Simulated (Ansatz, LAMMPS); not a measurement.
# Charge trapping in amorphous TiO2 (84 atoms), part 2 of 4

Does an extra electron or hole in amorphous TiO2 (84 atoms) stay spread out, or do the atoms trap it?

Ansatz 0.2.0; Kohn-Sham DFT, LDA, PAW (set soft_2), plane waves.

The cell: 28 Ti and 56 O. The quench rate of 10 K/ps is orders of magnitude faster than experiment. The starting topology of bonds comes from the classical model. Only the Γ point is sampled, in a cell whose shortest periodic width is 10 Å.

So far. Step 2 (Single point at the start): The r.m.s. force at the start is 0.88 eV/Å. Step 3 (Relaxation): The relaxation converged after 37 steps, 7.00 eV below its start, with a largest force component of 0.041 eV/Å.

## Step 4: Single point at the relaxed geometry

The electronic structure is read at the final geometry, in a run of its own.

The input, input.yaml:

```yaml
crystal:
  lattice:
    - [10.45772, 0.0, 0.0]
    - [0.0, 10.45772, 0.0]
    - [0.0, 0.0, 10.45772]
  atoms:
    - { symbol: Ti, position: [0.17836, 0.88524, 0.3777] }
    - { symbol: Ti, position: [0.37126, 0.20543, 0.54854] }
    - { symbol: Ti, position: [0.3546, 0.10727, 0.21544] }
    - { symbol: Ti, position: [0.65296, 0.88411, 0.91692] }
    - { symbol: Ti, position: [0.81714, 0.26056, 0.24819] }
    - { symbol: Ti, position: [0.04876, 0.68544, 0.71092] }
    [... 72 atom lines left out ...]
    - { symbol: O, position: [0.69455, 0.34428, 0.15711] }
    - { symbol: O, position: [0.34598, 0.47566, 0.76769] }
    - { symbol: O, position: [0.0197, 0.92993, 0.10669] }
    - { symbol: O, position: [0.51391, 0.79776, 0.40389] }
    - { symbol: O, position: [0.71622, 0.32792, 0.88327] }
    - { symbol: O, position: [0.0421, 0.28591, 0.45978] }
kpoints:
  mp_grid: { grid: [1, 1, 1] }
hamiltonian:
  xc: lda
scf:
  occupations: { method: fixed }
output:
  forces: true
  stress: true
  populations: true
  dos:
    method: { smearing: { sigma: 0.1 } }
    de: 0.1
    projected: { site_lists: { O: [O], Ti: [Ti] } }
  eigenvalues: true
  write_density: true
  write_potential: true
  volumetric_format: npy
```

Launch:

```sh
$ ansatz run input.yaml --threads 4 --pin off --max-ram 8192MiB --backend cpu --events-out ev --progress --plain --runs-dir out
```

Standard output:

```text
[...]
Crystal: 84 atoms, lattice volume = 1143.697 Å³
Basis set: ecut = 420 eV, 22335 PW (Γ)
Bands: 420, of which v1, the nominal top of the filled ones, is band 336 counted from 1 (335 counted from 0)
Symmetry: 1 space group operations
[...]
k-points: 1
[...]
SCF iter   1: F=—  HF=-99809.711687 eV  |F-HF|=—  |Δ(HF+E_count)|=         —  Δρ=1.96e-2  dr2=4.49e0  ethr=1.77e-3  ⟨swp⟩=3.0  Hψ=1355  notcnv=0  defer=76
[...]
SCF iter  14: F=-99808.825378 eV  HF=-99808.825378 eV  |F-HF|=6.85e-9  |Δ(HF+E_count)|=   3.89e-8  Δρ=1.53e-6  dr2=4.53e-8  ethr=1.49e-11  ⟨swp⟩=16.0  Hψ=2935  notcnv=0
SCF 1 converged in 14 iterations: F = -99808.825378 eV  dr2 = 4.53e-8
[...]
SCF converged after 14 iterations
Free energy (F): -99808.825378 eV
[...]
Internal energy: -99808.825378 eV  (E = F + TS)
E sigma→0 (E₀):  -99808.825378 eV
Fermi energy:    4.746941 eV
[...]
--- Forces (eV/Å), atoms counted from 1 ---
  atom   1  Ti     0.01766365     0.03298468     0.01789416
  atom   2  Ti    -0.00511579    -0.01230163     0.00644964
  atom   3  Ti    -0.00022353     0.01012331    -0.00192601
  atom   4  Ti     0.00290466     0.00750026    -0.00868960
  atom   5  Ti     0.00307557     0.01543167     0.00569099
  atom   6  Ti     0.01307397    -0.00512211    -0.00139111
  atom   7  Ti     0.02495545    -0.00191351    -0.01183685
  atom   8  Ti     0.01320809     0.00205884     0.00082738
  atom   9  Ti     0.00156926     0.00295043     0.00556566
  atom  10  Ti     0.01628869    -0.00638528     0.00219977
  atom  11  Ti    -0.00107313     0.00857349    -0.00894793
  atom  12  Ti    -0.02377361     0.01714185    -0.00506491
  atom  13  Ti     0.01671117     0.01937675     0.02372410
  atom  14  Ti     0.01418153     0.01053005    -0.01731267
[...]
atom  83  O      0.00374766     0.00452768    -0.00426249
  atom  84  O      0.00740037    -0.00100347     0.00184834
  max |Σ_I F_I| component: 1.77e-4 eV/Å
--- Stress (GPa, compression-positive) ---
       -4.139996       0.705447       0.103715
        0.705447      -4.861810      -0.879153
        0.103715      -0.879153      -6.085073
  P = ⅓ Tr σ = -5.0290 GPa (-50.290 kbar)
--- Band table (eV) ---
[...]
--- Löwdin populations: 84 sites ---
  site symbol       q [e]
     0     Ti     10.7431
     1     Ti     10.7075
     2     Ti     10.7098
[...]
83      O      6.6250
  spilling = 0.003608 (of n_electrons = 672.000000)
```

Wall time 10 s (4 threads of Intel Xeon 6975P-C (Granite Rapids), shared host); peak memory 1.6 GiB.

Read from the output:

```yaml
free_energy: -99808.8254 eV
free_energy_per_atom: -1188.2003 eV/atom
scf_cycles: 14
pressure: -5.029 GPa
r_m_s_force_component: 0.00995 eV/Å
longest_force: 0.04578 eV/Å
fermi_energy: 4.747 eV
spacing_of_highest_filled_and_lowest_empty_level: 2.646 eV
spilling_of_the_projection: 0.003608
```

Löwdin charges by element and coordination (they lack the spilled electrons, 0.029 e an atom on average):

```tsv
element	coordination	atoms	mean charge (e)	spread	least	most
O	all	56	-0.597	0.0457	-0.709	-0.515
O	2	35	-0.57	0.0283	-0.625	-0.515
O	3	21	-0.641	0.0333	-0.709	-0.591
Ti	all	28	1.28	0.0198	1.25	1.32
Ti	4	9	1.28	0.021	1.26	1.32
Ti	5	17	1.28	0.0192	1.25	1.32
Ti	6	2	1.30	0.0043	1.29	1.30
```

States in the cell by windows of 1 eV, zero at the Fermi level; the larger projections on atomic orbitals stand beside the total:

```tsv
from (eV)	to (eV)	total	O p	Ti d	O s
-18	-17	2.2	0.0	0.1	1.6
-17	-16	35.9	0.1	2.2	28.6
-16	-15	72.3	0.2	5.7	62.0
-15	-14	1.6	0.0	0.1	1.4
-14	-5	0.0	0.0	0.0	0.0
-5	-4	28.4	19.9	6.8	0.1
-4	-3	100.4	70.2	25.9	0.3
-3	-2	72.1	56.2	13.0	0.5
-2	-1	73.5	62.7	8.7	0.5
-1	0	60.1	54.9	4.0	0.3
0	1	1.7	1.5	0.1	0.0
1	2	0.0	0.0	0.0	0.0
2	3	15.0	1.2	13.3	0.2
3	4	69.9	7.8	58.8	1.2
```

With fixed occupations the program's Fermi level is the highest filled level; weight inside the gap is the broadening of levels at its edges.

The levels nearest the highest filled one (over half full), pooled over k-points and spins:

```tsv
level less the highest filled one (eV)	occupation
-0.382	2
-0.295	2
-0.257	2
-0.205	2
-0.128	2
0	2
2.65	0
2.69	0
2.74	0
2.79	0
2.83	0
2.91	0
```

Valence density in the ab plane at fractional z = 0.531, with atoms of Ti and O within 0.2 Å of it. It is the smooth field of the valence electrons, not physical close to the nuclei.

Ten steps, logarithmic in the rise over the least value, from '_' (0.0 e/Å³) to '@' (8.9 e/Å³), each cell a mean:
```
__..........::::::....::====--::....--==++++--..__________
________..--++****==::................::----::____________
....____..==##@@%%**--..______________........__________..
==--......==##%%%%**--..______________..::::::........::--
**++--....::==++++--..______....____..--++****==::::--==**
##++--..____..::......______________::==##@@%%**======++##
++==::__________..::::::..__________..==##%%%%++==++====++
::....________..--++**++--..________..::==++++--------::::
..____________::++##%%##==::__________....::::....::::....
....::....__..--++##%%##==::______......________..::::::..
::::----::..::--==++++==::..____....::....______..::--::::
::------::..::--==--::::..______..--====::..____..::------
==::::::....--====--::________..::**%%%%**--......==##%%##
**::......::++####++--..__..::::==%%@@@@%%==....::**@@@@@@
++::......--**@@@@##==....--++++++##@@@@##--::::::++%%@@%%
==----....::++%%%%**--::--++%%%%##++++++--::::::::--++**++
==++==::....--==++==------**%%@@##==::................::--
==++==::......::--++####++++****++--..________________..::
--====--::::::::==##@@@@%%==----::..__________________..::
**%%%%**--------==##@@@@##==::..______________________..::
%%@@@@%%++====----==****++==--..__________________....::==
##@@@@##==----::....--++####**--..__..::::::::......::::--
==++**==::......__..--**%%@@%%++::..::==++++==::....::::::
..::::....________..::++##%%**==::::--++****==::..........
```
Columns run along a (10.5 Å), rows up along b (10.5 Å). Atoms in or near the plane, at fractional coordinates: Ti at (0.37, 0.21), Ti at (0.06, 0.13), Ti at (0.94, 0.42), Ti at (0.65, 0.42), O at (0.74, 0.75), O at (0.45, 0.05), O at (0.27, 0.38), O at (0.52, 0.32), O at (0.26, 0.87).

Electrostatic potential energy in the ab plane at fractional z = 0.531, with atoms of Ti and O within 0.2 Å of it. With pseudopotentials it is smooth inside the atoms' cores, unlike the true potential.

Ten even steps from '0' (-34 eV) to '9' (12 eV), each cell a mean:
```
99999999999998888898678999999
99999974589999988899999999999
99999820059999999999999999999
99999930059999999999999998999
37999986799999999999756887774
26999999999999999998200554562
79999999999999999998301654467
99999999975799999999877876789
99999999710289999999999988899
99999988610289999999999999999
99999876666899999999999999989
89999875678999998766789998767
58999887789999987311368885212
37999973269999985100158873000
37999940028999765200258873000
68999961148996102544589987434
87999998777775002888899999888
87899999742146547999999999999
76678998510015899999999999998
31136898620016899999999999987
10015898853357999999999999985
20015899988622599999988899986
64358999999500179998777899998
88889999999721488996347899999
```
Columns run along a (10.5 Å; values clipped at the 3rd and 97th percentile), rows up along b (10.5 Å). Atoms in or near the plane, at fractional coordinates: Ti at (0.37, 0.21), Ti at (0.06, 0.13), Ti at (0.94, 0.42), Ti at (0.65, 0.42), O at (0.74, 0.75), O at (0.45, 0.05), O at (0.27, 0.38), O at (0.52, 0.32), O at (0.26, 0.87).

Filled and empty levels are parted by 2.65 eV (at Γ alone); a semilocal functional tends to put such gaps too low. In a disordered cell it changes from sample to sample, and tail or defect levels can set it. Mean Löwdin charges: O -0.60, Ti +1.28 e (they miss 0.36 % of the electrons, so they add up to more than the cell's charge). The largest share in the top eV of filled states is O p (92 % of the projected weight), and in the lowest eV of empty states Ti d (88 % of the projected weight).

## Step 5: An extra electron, atoms held

The electron count changes by one with the atoms held: a vertical process, on a uniform background, with spin and a narrow Fermi–Dirac smearing. Its energy against the neutral cell hangs on the program's zero of potential.

The input, input.yaml:

```yaml
crystal:
  lattice:
    - [10.45772, 0.0, 0.0]
    - [0.0, 10.45772, 0.0]
    - [0.0, 0.0, 10.45772]
  atoms:
    [... the 84 atom lines of step 4 ...]
total_charge: -1
kpoints:
  mp_grid: { grid: [1, 1, 1] }
hamiltonian:
  xc: lda
scf:
  occupations: { method: fermi_dirac, width: 0.01 }
  lower_state_search: "off"
output:
  forces: true
  stress: true
  populations: true
  dos:
    method: { smearing: { sigma: 0.08 } }
    de: 0.1
    projected: { site_lists: { O: [O], Ti: [Ti] } }
  eigenvalues: true
  write_density: true
  write_potential: true
  volumetric_format: npy
magnetization:
  spin_polarized: true
  initial_magnetization: 1
```

Standard output:

```text
[...]
Crystal: 84 atoms, lattice volume = 1143.697 Å³
Basis set: ecut = 420 eV, 22335 PW (Γ)
Bands: 421, of which v1, the nominal top of the filled ones, is band 337 counted from 1 (336 counted from 0)
Symmetry: 1 space group operations
[...]
k-points: 1
[...]
Starting moments: Σ|m| = 1 μB on 84 of 84 sites
[...]
SCF iter   1: F=—  HF=-99815.097304 eV  |F-HF|=—  |Δ(HF+E_count)|=         —  Δρ=2.79e-2 (↑2.79e-2 ↓2.69e-2)  dr2=4.53e1  dr2_m=1.81e-1  M=1.000 μB ∫|m|=1.041 μB  β_m=1.00  ethr=3.10e-3  ⟨swp⟩=4.0  Hψ=2994  notcnv=0  defer=103
[...]
spin=Collinear: Resta preconditioning applied to the charge; magnetization (m = ρ↑ − ρ↓) channel mixes plain (no charge-response kernel on spin).
SCF iter   2: F=—  HF=-99808.672907 eV  |F-HF|=—  |Δ(HF+E_count)|=         —  Δρ=2.03e-2 (↑2.03e-2 ↓1.96e-2)  dr2=2.34e1  dr2_m=1.45e-1  M=0.422 μB ∫|m|=0.524 μB  β_m=0.30  ethr=3.10e-3  ⟨swp⟩=2.0  Hψ=1000  notcnv=0  defer=138
[...]
spin=Collinear: Kerker preconditioning applied to the charge; magnetization (m = ρ↑ − ρ↓) channel mixes plain (no charge-response kernel on spin).
SCF iter   3: F=—  HF=-99806.123711 eV  |F-HF|=—  |Δ(HF+E_count)|=    2.55e0  Δρ=1.52e-2 (↑1.52e-2 ↓1.51e-2)  dr2=1.50e1  dr2_m=3.80e-2  M=0.839 μB ∫|m|=0.906 μB  β_m=0.30  ethr=3.10e-3  ⟨swp⟩=2.5  Hψ=734  notcnv=0  defer=138
[...]
SCF iter  10: F=—  HF=-99801.360861 eV  |F-HF|=—  |Δ(HF+E_count)|=   6.90e-4  Δρ=9.22e-4 (↑7.23e-4 ↓9.22e-4)  dr2=8.04e-2  dr2_m=1.32e-3  M=0.989 μB ∫|m|=1.129 μB  β_m=0.30  ethr=2.29e-5  ⟨swp⟩=4.0  Hψ=903  notcnv=0  defer=123
[...]
spin-set hold released at iteration 10 (site moments contracting): the magnetisation degrees of freedom join the quasi-Newton model from the next iteration; the mixer history was flushed
SCF iter  11: F=—  HF=-99801.361387 eV  |F-HF|=—  |Δ(HF+E_count)|=   5.26e-4  Δρ=1.10e-3 (↑1.10e-3 ↓6.70e-4)  dr2=5.92e-2  dr2_m=4.51e-3  M=0.985 μB ∫|m|=1.137 μB  β_m=0.58  ethr=1.19e-5  ⟨swp⟩=3.5  Hψ=772  notcnv=0  defer=123
[...]
SCF iter  26: F=-99801.360701 eV  HF=-99801.360701 eV  |F-HF|=2.49e-9  |Δ(HF+E_count)|=   5.21e-9  Δρ=4.31e-7 (↑4.31e-7 ↓4.09e-7)  dr2=1.23e-8  dr2_m=5.27e-10  M=0.993 μB ∫|m|=1.183 μB  ethr=4.40e-12  ⟨swp⟩=5.0  Hψ=3837  notcnv=0
SCF 1 converged in 26 iterations: F = -99801.360701 eV  dr2 = 1.23e-8
[...]
SCF converged after 26 iterations
Magnetization: 0.9931 μB (336.9966 up, 336.0034 down)
Absolute magnetization: 1.1823 μB (∫|ρ↑−ρ↓|, with the PAW one-centre terms)
[...]
Per-site moments (μB) at R_I (Å): [(0.013492, 0.741147), (0.015358, 0.753371), (0.013547, 0.726335), (0.021571, 0.738555), (0.016554, 0.727299), [...]
Free energy (F): -99801.360701 eV
[...]
Internal energy: -99801.351958 eV  (E = F + TS)
E sigma→0 (E₀):  -99801.356330 eV
Entropy (-TS):   -0.008744 eV (-0.104 meV/atom)
Fermi energy:    7.538991 eV
[...]
--- Forces (eV/Å), atoms counted from 1 ---
  atom   1  Ti     0.00007330    -0.05821753     0.12135991
  atom   2  Ti    -0.00768121     0.06427873     0.08589832
  atom   3  Ti    -0.11449062     0.07319009    -0.09142828
  atom   4  Ti     0.16906898    -0.09322681    -0.02940253
  atom   5  Ti    -0.02346412     0.07822765     0.07883740
  atom   6  Ti    -0.16993883    -0.10296268     0.29262982
  atom   7  Ti    -0.13727103     0.12538558    -0.26493448
  atom   8  Ti     0.00998927     0.10224196    -0.08349143
  atom   9  Ti     0.03067662     0.31220180     0.10410673
  atom  10  Ti    -0.07426797    -0.00181404     0.00640476
  atom  11  Ti    -0.05808513     0.07420707    -0.10737332
  atom  12  Ti     0.02775594     0.00451329    -0.01145996
  atom  13  Ti    -0.24285654     0.16637240     0.21024637
  atom  14  Ti    -0.09426319     0.11725601    -0.15484093
[...]
atom  83  O     -0.23742331    -0.16139323    -0.07815164
  atom  84  O      0.13930814    -0.25674062     0.00822408
  max |Σ_I F_I| component: 9.04e-5 eV/Å
--- Stress (GPa, compression-positive) ---
       -4.212608       0.679249       0.131433
        0.679249      -4.913312      -0.956700
        0.131433      -0.956700      -5.998341
  P = ⅓ Tr σ = -5.0414 GPa (-50.414 kbar)
--- Band table (eV) ---
[...]
--- Löwdin populations: 84 sites ---
  site symbol       q [e]    m [muB]
     0     Ti     10.7586     0.0230
     1     Ti     10.7212     0.0248
     2     Ti     10.7242     0.0223
[...]
83      O      6.6342    -0.0010
  spilling = 0.003638 (of n_electrons = 673.000000)
```

Elapsed: 28 s, on 4 threads; peak memory 2.6 GiB; 1.8 min of CPU time.

An extra electron, atoms held: the energy stands 7.46 eV above that of the reference, with a moment of 0.99 μB.

The levels nearest the highest filled one (over half full), pooled over k-points and spins:

```tsv
level less the highest filled one (eV)	occupation
-2.88	1
-2.80	1
-2.80	1
0	0.852
0.0355	0.141
0.0749	0.003
0.0764	0.003
0.0917	0.001
```

Spin density in the ab plane at fractional z = 0.531, with atoms of Ti and O within 0.2 Å of it.

Values in units of 1e-2 e/Å³, 13 rows by 16 columns, each cell a mean:
```
 0.0  0.0  0.0  0.0  0.0  0.0  0.0  0.0  0.0  0.0  0.0  0.0  0.0  0.0  0.0  0.0
 0.0  0.0  0.0 -0.1 -0.3  0.0  0.0  0.0  0.0  0.0  0.0  0.0  0.0  0.0  0.0  0.0
-0.1  0.0  0.0  0.0 -0.1  0.0  0.0  0.0  0.0  0.0  0.0 -0.1  0.0  0.0  0.0  0.0
-0.1  0.0  0.0  0.0  0.0  0.0  0.0  0.0  0.0  0.0  0.0 -0.2  0.0  0.2  0.1  0.0
 0.0  0.0  0.0  0.0  0.0  0.0  0.2  0.1  0.0  0.0  0.0  0.0  0.0  0.1  0.1  0.0
 0.0  0.0  0.0  0.0  0.1  0.0  0.0  0.0  0.0  0.0  0.0  0.0  0.0  0.0  0.0  0.0
 0.6  0.2  0.0  0.0  0.1  0.0  0.0  0.0  0.0  0.2  0.6  0.2  0.1  0.1  0.2  0.5
 1.0  0.1  0.0  0.0 -0.1  0.0  0.0  0.0  0.0  0.5  1.9  0.8  0.2  0.7  3.2  3.1
 0.0  0.0  0.0  0.0 -0.1  0.0  0.0 -0.1 -0.2  0.0  0.3  0.1  0.0  0.3  0.9  0.1
 0.0  0.1  0.1  0.0  0.1  0.3  0.8  0.0 -0.1  0.0  0.0  0.0  0.0  0.0  0.0  0.0
 0.2  0.9  0.2  0.0  0.2  0.9  0.7  0.1  0.0  0.0  0.0  0.0  0.0  0.0  0.0  0.1
 1.0  0.8  0.1  0.0  0.0  0.0  0.0  0.0  0.0  0.0  0.0  0.0  0.0  0.0  0.0  0.1
 0.3  0.1  0.0  0.0  0.0  0.0  0.0  0.0  0.0  0.0  0.0  0.0  0.0  0.0  0.0  0.1
```
Columns run along a (10.5 Å), rows up along b (10.5 Å). Atoms in or near the plane, at fractional coordinates: Ti at (0.37, 0.21), Ti at (0.06, 0.13), Ti at (0.94, 0.42), Ti at (0.65, 0.42), O at (0.74, 0.75), O at (0.45, 0.05), O at (0.27, 0.38), O at (0.52, 0.32), O at (0.26, 0.87).

[end of part 2 of 4]

[Long decimals in the printed logs are rounded to 6 places.]

[Logs are printed without paths, hosts, clocks, repeated set-up lines and the standing remarks that a program may print on its own settings, such as how far it seeks lower states.]

[Hosts, paths, dates, database ids (printed as entryN), source tags and the programs' standing remarks are cut or masked in the printed files.]
